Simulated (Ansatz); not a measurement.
# ThTi2O6 (C2/m) (72 atoms) under strain, part 2 of 2

Aim: relax ThTi2O6 (C2/m) (72 atoms), then change its volume and shape to read moduli from the stress.

Ansatz 0.2.0; Kohn-Sham DFT, LDA, PAW (set soft_2), plane waves.

The cell: 8 Th, 16 Ti and 48 O. The Brillouin zone is sampled at Γ only, in a cell whose shortest periodic width is 8 Å. Spin–orbit coupling is left out.

So far. Step 6 (Volume -1.5 %): The relaxation converged after 3 steps, 0.0333 eV below its start, with a largest force component of 0.030 eV/Å. Step 6 (Volume -1.5 %): Volume -1.5 %: the energy stands 0.0931 eV above that of the reference, at a pressure of 2.56 GPa.

### 7. Stretched by 1 % along x

The relaxed cell is strained along x alone, which gives the stiffness along x and its coupling to y and z.

input.yaml

```yaml
crystal:
  lattice:
    - [9.93051, -3.0e-05, -0.08833]
    - [-2.0e-05, 7.50235, 0.0]
    - [-6.97479, 2.0e-05, 12.1308]
  atoms:
    [... the 72 atom lines of step 3 ...]
kpoints:
  mp_grid: { grid: [1, 1, 1] }
hamiltonian:
  xc: lda
scf:
  occupations: { method: fixed }
output:
  forces: true
  eigenvalues: true
  stress: true
relax:
  f_tol: 0.05
  max_steps: 70
```

Run with:

```bash
> ansatz run input.yaml --threads 4 --pin off --max-ram 8192MiB --backend cpu --events-out ev --progress --plain --runs-dir out
```

Numbers of over 12 decimals in the logs are rounded to 6 here.

Log:

```text
[...]
Crystal: 72 atoms, lattice volume = 899.149 Å³
Basis set: ecut = 420 eV, 17563 PW (Γ)
Bands: 360, of which v1, the nominal top of the filled ones, is band 288 counted from 1 (287 counted from 0)
Symmetry: 1 space group operations
[...]
k-points: 1
[...]
SCF iter   1: F=—  HF=-168963.212663 eV  |F-HF|=—  |Δ(HF+E_count)|=         —  Δρ=2.09e-2  dr2=3.80e0  ethr=1.77e-3  ⟨swp⟩=3.0  Hψ=1171  notcnv=0  defer=67
[...]
SCF iter   6: F=—  HF=-168962.419055 eV  |F-HF|=—  |Δ(HF+E_count)|=   3.45e-4  Δρ=1.41e-4  dr2=2.56e-4  ethr=3.62e-7  ⟨swp⟩=2.0  Hψ=501  notcnv=0  defer=68
SCF iter   7: F=-168962.419057 eV  HF=-168962.419057 eV  |F-HF|=1.09e-7  |Δ(HF+E_count)|=   1.86e-6  Δρ=2.73e-5  dr2=1.09e-5  ethr=1.09e-8  ⟨swp⟩=16.0  Hψ=1906  notcnv=0
SCF 1 converged in 7 iterations: F = -168962.419057 eV  dr2 = 1.09e-5
[...]
relax step   1: F+E_penalty+E_count = -168962.41905668 eV  Δ(F+E_penalty+E_count) = +0.000e0 eV  max|allowed force component| = 2.135e-1 eV/Å  Δτ_max = 0.0000 Å  (7 SCF iters, dr2 threshold 6.25e-5 eV, accepted)
[...]
relax step   2: F+E_penalty+E_count = -168962.43882736 eV  Δ(F+E_penalty+E_count) = -1.977e-2 eV  max|allowed force component| = 9.005e-2 eV/Å  Δτ_max = 0.0125 Å  (6 SCF iters, dr2 threshold 2.85e-6 eV, accepted)
[...]
relax step   3: F+E_penalty+E_count = -168962.44310496 eV  Δ(F+E_penalty+E_count) = -4.278e-3 eV  max|allowed force component| = 1.519e-2 eV/Å  Δτ_max = 0.0052 Å  (7 SCF iters, accepted)
SCF converged after 7 iterations
Free energy (F): -168962.443105 eV
[...]
Internal energy: -168962.443105 eV  (E = F + TS)
E sigma→0 (E₀):  -168962.443105 eV
Fermi energy:    8.439282 eV
[...]
Σ components = -168962.443105   (vs F -168962.443105, Δ=0.00e0)
--- Forces (eV/Å), atoms counted from 1 ---
  atom   1  Th    -0.00014552     0.00003751    -0.00012261
  atom   2  Th     0.00047443    -0.00122519    -0.00033434
  atom   3  Ti     0.01462305     0.00018911     0.01059304
  atom   4  Ti    -0.01452168    -0.00026427    -0.01060745
[...]
atom  72  O      0.00370721    -0.00029071     0.00682252
  max |Σ_I F_I| component: 8.94e-7 eV/Å
--- Stress (GPa, compression-positive) ---
       -2.598313       0.000228      -0.184054
        0.000228      -1.022743       0.000087
       -0.184054       0.000087      -1.194603
  P = ⅓ Tr σ = -1.6052 GPa (-16.052 kbar)
--- Band table (eV) ---
[...]
--- Relaxed structure (3 steps of the walk, 3 accepted, 0 SCFs on fresh bases) ---
  F+E_penalty+E_count = -168962.44310496 eV   max|allowed force component| = 1.519e-2 eV/Å
  atoms:
    - { symbol: Th, position: [0.999871, 0.999968, 3.0923690918250105e-5] }
    - { symbol: Th, position: [0.499877, 0.249980, 3.570043180502712e-5] }
    - { symbol: Ti, position: [0.825072, 0.999964, 0.196751] }
    - { symbol: Ti, position: [0.174690, 0.999982, 0.303321] }
[...]
- { symbol: O, position: [0.843831, 0.749960, 0.947134] }
```

Run time: 36 s. Hardware: 4 threads of Arm Neoverse V1, shared host; peak memory 1.2 GiB.

The relaxation converged after 3 steps, 0.0240 eV below its start, with a largest force component of 0.015 eV/Å.

Stretched by 1 % along x: the energy stands 0.0772 eV above that of the reference, at a pressure of -1.61 GPa.

### 8. Compressed by 1 % along x

The relaxed cell is strained along x alone, which gives the stiffness along x and its coupling to y and z.

input.yaml, the sections that differ from step 7:

```yaml
crystal:
  lattice:
    - [9.73387, -3.0e-05, -0.08833]
    - [-2.0e-05, 7.50235, 0.0]
    - [-6.83667, 2.0e-05, 12.1308]
  atoms:
    [... the 72 atom lines of step 3 ...]
# kpoints, hamiltonian, scf, output, relax: as in step 7
```

Log:

```text
[...]
Crystal: 72 atoms, lattice volume = 881.344 Å³
Basis set: ecut = 420 eV, 17251 PW (Γ)
Bands: 360, of which v1, the nominal top of the filled ones, is band 288 counted from 1 (287 counted from 0)
Symmetry: 1 space group operations
[...]
k-points: 1
[...]
SCF iter   1: F=—  HF=-168963.189201 eV  |F-HF|=—  |Δ(HF+E_count)|=         —  Δρ=2.06e-2  dr2=3.58e0  ethr=1.77e-3  ⟨swp⟩=3.0  Hψ=1171  notcnv=0  defer=67
[...]
SCF iter   6: F=—  HF=-168962.425546 eV  |F-HF|=—  |Δ(HF+E_count)|=   2.78e-4  Δρ=1.38e-4  dr2=2.38e-4  ethr=3.01e-7  ⟨swp⟩=2.0  Hψ=500  notcnv=0  defer=70
SCF iter   7: F=-168962.425547 eV  HF=-168962.425547 eV  |F-HF|=1.04e-7  |Δ(HF+E_count)|=   5.23e-7  Δρ=2.71e-5  dr2=1.06e-5  ethr=1.09e-8  ⟨swp⟩=13.0  Hψ=1886  notcnv=0
SCF 1 converged in 7 iterations: F = -168962.425547 eV  dr2 = 1.06e-5
[...]
relax step   1: F+E_penalty+E_count = -168962.42554688 eV  Δ(F+E_penalty+E_count) = +0.000e0 eV  max|allowed force component| = 2.412e-1 eV/Å  Δτ_max = 0.0000 Å  (7 SCF iters, dr2 threshold 6.25e-5 eV, accepted)
[...]
relax step   2: F+E_penalty+E_count = -168962.44816043 eV  Δ(F+E_penalty+E_count) = -2.261e-2 eV  max|allowed force component| = 9.832e-2 eV/Å  Δτ_max = 0.0124 Å  (6 SCF iters, dr2 threshold 3.64e-6 eV, accepted)
[...]
relax step   3: F+E_penalty+E_count = -168962.45283894 eV  Δ(F+E_penalty+E_count) = -4.679e-3 eV  max|allowed force component| = 1.958e-2 eV/Å  Δτ_max = 0.0047 Å  (7 SCF iters, accepted)
SCF converged after 7 iterations
Free energy (F): -168962.452839 eV
[...]
Internal energy: -168962.452839 eV  (E = F + TS)
E sigma→0 (E₀):  -168962.452839 eV
Fermi energy:    8.746762 eV
[...]
Σ components = -168962.452839   (vs F -168962.452839, Δ=0.00e0)
--- Forces (eV/Å), atoms counted from 1 ---
  atom   1  Th     0.00067525    -0.00126094    -0.00014230
  atom   2  Th    -0.00038872     0.00024790     0.00036432
  atom   3  Ti    -0.01101762     0.00022540     0.00436007
  atom   4  Ti     0.01035298    -0.00038601    -0.00754176
[...]
atom  72  O     -0.00412347     0.00033165    -0.01170376
  max |Σ_I F_I| component: 3.75e-6 eV/Å
--- Stress (GPa, compression-positive) ---
        2.632113       0.000246       0.206975
        0.000246       0.987705       0.000007
        0.206974       0.000007       1.219099
  P = ⅓ Tr σ = 1.6130 GPa (16.130 kbar)
--- Band table (eV) ---
[...]
--- Relaxed structure (3 steps of the walk, 3 accepted, 0 SCFs on fresh bases) ---
  F+E_penalty+E_count = -168962.45283894 eV   max|allowed force component| = 1.958e-2 eV/Å
  atoms:
    - { symbol: Th, position: [0.999856, 0.999972, 2.7246955952609474e-5] }
    - { symbol: Th, position: [0.499876, 0.249979, 3.147073951321284e-5] }
    - { symbol: Ti, position: [0.823688, 0.999961, 0.196046] }
    - { symbol: Ti, position: [0.176074, 0.999985, 0.304029] }
[...]
- { symbol: O, position: [0.842560, 0.749947, 0.948870] }
```

The job ended after 36 s (4 threads; peak memory 1.2 GiB).

The relaxation converged after 3 steps, 0.0273 eV below its start, with a largest force component of 0.020 eV/Å.

Compressed by 1 % along x: the energy stands 0.0675 eV above that of the reference, at a pressure of 1.61 GPa.

### 9. Sheared by 2 % in xy

A shear of the relaxed cell gives the modulus that volume changes can't reach.

input.yaml, the sections that differ from step 8:

```yaml
crystal:
  lattice:
    - [9.83219, 0.09829, -0.08833]
    - [0.075, 7.50235, 0.0]
    - [-6.90573, -0.06904, 12.1308]
  atoms:
    [... the 72 atom lines of step 3 ...]
# kpoints, hamiltonian, scf, output, relax: as in step 8
```

Log:

```text
[...]
Crystal: 72 atoms, lattice volume = 890.157 Å³
Basis set: ecut = 420 eV, 17433 PW (Γ)
Bands: 360, of which v1, the nominal top of the filled ones, is band 288 counted from 1 (287 counted from 0)
Symmetry: 1 space group operations
[...]
k-points: 1
[...]
SCF iter   1: F=—  HF=-168963.226191 eV  |F-HF|=—  |Δ(HF+E_count)|=         —  Δρ=2.07e-2  dr2=3.69e0  ethr=1.77e-3  ⟨swp⟩=3.0  Hψ=1171  notcnv=0  defer=67
[...]
SCF iter   6: F=—  HF=-168962.447677 eV  |F-HF|=—  |Δ(HF+E_count)|=   3.14e-4  Δρ=1.40e-4  dr2=2.49e-4  ethr=3.33e-7  ⟨swp⟩=2.0  Hψ=500  notcnv=0  defer=70
SCF iter   7: F=-168962.447677 eV  HF=-168962.447677 eV  |F-HF|=2.78e-7  |Δ(HF+E_count)|=   8.13e-7  Δρ=2.76e-5  dr2=1.09e-5  ethr=1.09e-8  ⟨swp⟩=14.0  Hψ=1894  notcnv=0
SCF 1 converged in 7 iterations: F = -168962.447677 eV  dr2 = 1.09e-5
[...]
relax step   1: F+E_penalty+E_count = -168962.44767718 eV  Δ(F+E_penalty+E_count) = +0.000e0 eV  max|allowed force component| = 1.570e-1 eV/Å  Δτ_max = 0.0000 Å  (7 SCF iters, dr2 threshold 6.25e-5 eV, accepted)
[...]
SCF iter   1: F=—  HF=-168962.478952 eV  |F-HF|=—  |Δ(HF+E_count)|=         —  Δρ=1.50e-3  dr2=1.15e-2  ethr=1.85e-6  ⟨swp⟩=3.0  Hψ=1031  notcnv=0  defer=70
[...]
SCF iter   7: F=—  HF=-168962.475680 eV  |F-HF|=—  |Δ(HF+E_count)|=   1.01e-7  Δρ=4.60e-6  dr2=1.92e-7  ethr=1.82e-10  ⟨swp⟩=2.0  Hψ=491  notcnv=0  defer=67
SCF iter   8: F=-168962.475680 eV  HF=-168962.475680 eV  |F-HF|=1.05e-9  |Δ(HF+E_count)|=   7.60e-9  Δρ=1.19e-6  dr2=1.35e-8  ethr=1.74e-11  ⟨swp⟩=12.0  Hψ=1570  notcnv=0
SCF 2 converged in 8 iterations: F = -168962.475680 eV  dr2 = 1.35e-8
[...]
relax step   2: F+E_penalty+E_count = -168962.47568027 eV  Δ(F+E_penalty+E_count) = -2.800e-2 eV  max|allowed force component| = 4.583e-2 eV/Å  Δτ_max = 0.0173 Å  (8 SCF iters, accepted)
SCF converged after 8 iterations
Free energy (F): -168962.475680 eV
[...]
Internal energy: -168962.475680 eV  (E = F + TS)
E sigma→0 (E₀):  -168962.475680 eV
Fermi energy:    8.593643 eV
[...]
Σ components = -168962.475680   (vs F -168962.475680, Δ=0.00e0)
--- Forces (eV/Å), atoms counted from 1 ---
  atom   1  Th    -0.00006502     0.00020423     0.00008061
  atom   2  Th     0.00018752     0.00003592    -0.00044762
  atom   3  Ti    -0.00222405    -0.02273332    -0.00112134
  atom   4  Ti     0.00264509     0.02213480     0.00221688
[...]
atom  72  O      0.00115347    -0.00944383    -0.00009674
  max |Σ_I F_I| component: 9.37e-7 eV/Å
--- Stress (GPa, compression-positive) ---
       -0.011840      -0.881105      -0.008550
       -0.881105      -0.023291      -0.490958
       -0.008550      -0.490958      -0.003681
  P = ⅓ Tr σ = -0.0129 GPa (-0.129 kbar)
--- Band table (eV) ---
[...]
--- Relaxed structure (2 steps of the walk, 2 accepted, 0 SCFs on fresh bases) ---
  F+E_penalty+E_count = -168962.47568027 eV   max|allowed force component| = 4.583e-2 eV/Å
  atoms:
    - { symbol: Th, position: [0.999857, 0.999965, 2.5630682460670018e-5] }
    - { symbol: Th, position: [0.499879, 0.249976, 3.6936532732645324e-5] }
    - { symbol: Ti, position: [0.824451, 0.998603, 0.196471] }
    - { symbol: Ti, position: [0.175311, 1.001350, 0.303600] }
[...]
- { symbol: O, position: [0.843160, 0.752236, 0.947947] }
```

It took 25 s on 4 threads; peak memory 1.2 GiB.

The relaxation converged after 2 steps, 0.0280 eV below its start, with a largest force component of 0.046 eV/Å.

Sheared by 2 % in xy: the energy stands 0.0446 eV above that of the reference, at a pressure of -0.0129 GPa.

### 10. Pressure against volume

Atoms are relaxed at each volume, in the scaled cell.

```
volume change (%)  volume (Å³/atom)  energy change (meV/atom)  pressure (GPa)  largest move on relaxing (Å)  bonds  gap (eV)
             -1.5            12.179                      1.29            2.56                          0.03    160                3.10
               +0            12.365                      0.00           -0.01                             -    160                3.11
               +3            12.735                      5.44           -4.71                          0.06    160                3.09
               +5            12.983                     15.21           -7.54                          0.09    160                3.07
```

### 11. Uniaxial strain and shear

Stress (GPa, compression positive) less that of the relaxed cell, atoms relaxed:

```
                   strain      xx      yy      zz      xy  energy change (meV/atom)
 stretched by 1 % along x  -2.586  -0.993  -1.196   0.000                      1.07
compressed by 1 % along x   2.644   1.017   1.217   0.000                      0.94
     sheared by 2 % in xy   0.000   0.006  -0.006  -0.881                      0.62
```

### 12. Findings

The bulk modulus, from the slope of pressure against ln V over the three points nearest the relaxed volume, is 162 GPa; a quadratic over all points gives a pressure derivative of about 3.0. The gap goes from 3.10 eV at the smallest volume to 3.07 eV at the largest, not monotonically (lowest 3.07, highest 3.11 eV), on the run's k-points. In the Cartesian axes of the cell, finite differences give C11 = 262, C12 = 101, C13 = 121 and C66 = 44.1 GPa (the shear of 2 % is the engineering strain, εxy = 0.01).

Caveats: Strains are finite and relaxations stop at the force tolerance of the input, which can leave moduli too stiff; they are those of a static cell at zero temperature. Volumes are changed with the cell's shape held, so in an anisotropic solid the modulus lies over the one under free hydrostatic load. The program notes that the SCF threshold of the relaxations is loose for the stress.

The DFT runs together took 4.5 min of wall time.

[Logs are printed without paths, hosts, clocks, repeated set-up lines and the standing remarks that a program may print on its own settings, such as how far it seeks lower states.]

[Hosts, paths, dates, database ids (printed as entryN), source tags and the programs' standing remarks are cut or masked in the printed files.]
